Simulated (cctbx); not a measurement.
# Resonant diffraction in Mg2Ta4N

Space group Fd-3m (no. 227, origin choice 1), a = 12.5840 Å, b = 12.5840 Å, c = 12.5840 Å, α = 90.00°, β = 90.00°, γ = 90.00°.

| atom | mult. | x | y | z | Ueq (Å²) |
| --- | --- | --- | --- | --- | --- |
| Ta1 | 48 | 0.0635 | 1/4 | 1/4 | 0.0039 |
| Ta2 | 16 | 1/8 | 5/8 | 1/8 | 0.0054 |
| Mg1 | 32 | 0.3335 | 0.8335 | 0.3335 | 0.0085 |
| N1 | 16 | 1/8 | 1/8 | 1/8 | 0.0106 |

The model was made for the exercise: a known structure type with other elements put in, its volume estimated, not relaxed; displacement parameters are assumed.

Calculated with cctbx: free-atom f′ and f″ from the Sasaki tables, no fine structure; amplitudes in electrons.

| E (eV) | F 2 4 4 | F 1 1 1 | F 4 2 2 | F 4 4 4 |
| --- | --- | --- | --- | --- |
| 9281 | 166.8 | 242.2 | 1235.5 | 882.3 |
| 9631 | 166.6 | 232.8 | 1194.4 | 851.8 |
| 9761 | 166.6 | 225.0 | 1160.8 | 826.8 |
| 9821 | 166.6 | 217.7 | 1128.9 | 803.1 |
| 9851 | 166.5 | 210.3 | 1096.8 | 779.4 |
| 9866 | 166.5 | 203.0 | 1065.1 | 755.9 |
| 9873 | 166.5 | 196.6 | 1037.1 | 735.1 |
| 9877 | 166.5 | 189.8 | 1007.8 | 713.4 |
| 9885 | 166.5 | 192.3 | 1014.2 | 719.1 |
| 9889 | 166.5 | 200.9 | 1052.0 | 747.0 |
| 9896 | 166.5 | 208.2 | 1083.8 | 770.5 |
| 9911 | 166.5 | 216.0 | 1117.9 | 795.7 |
| 9941 | 166.5 | 223.6 | 1151.3 | 820.5 |
| 10031 | 166.5 | 233.1 | 1192.8 | 851.2 |
| 10281 | 166.4 | 242.9 | 1235.5 | 882.6 |

**Question.** Which edge is crossed, and why do the reflections move as they do?

The L3 edge of Ta. The edge is at 9881 eV. f′ of Ta falls from -12.1 e at 9761 eV to -18.9 e at 4 eV below it, and f″ steps from 3.79 to 10.49 e across it. Over that approach |F| changes by -0 % (2 4 4), -16 % (1 1 1), -13 % (4 2 2) and -14 % (4 4 4): a reflection falls where Ta scatters in phase with the total and rises where it scatters against it; it hardly moves where the Ta term is small or cancels by symmetry. Above the edge the larger f″ enters the imaginary part, where it can add to or cancel the other atoms' f″. The structure is centrosymmetric, so Friedel mates stay equal.
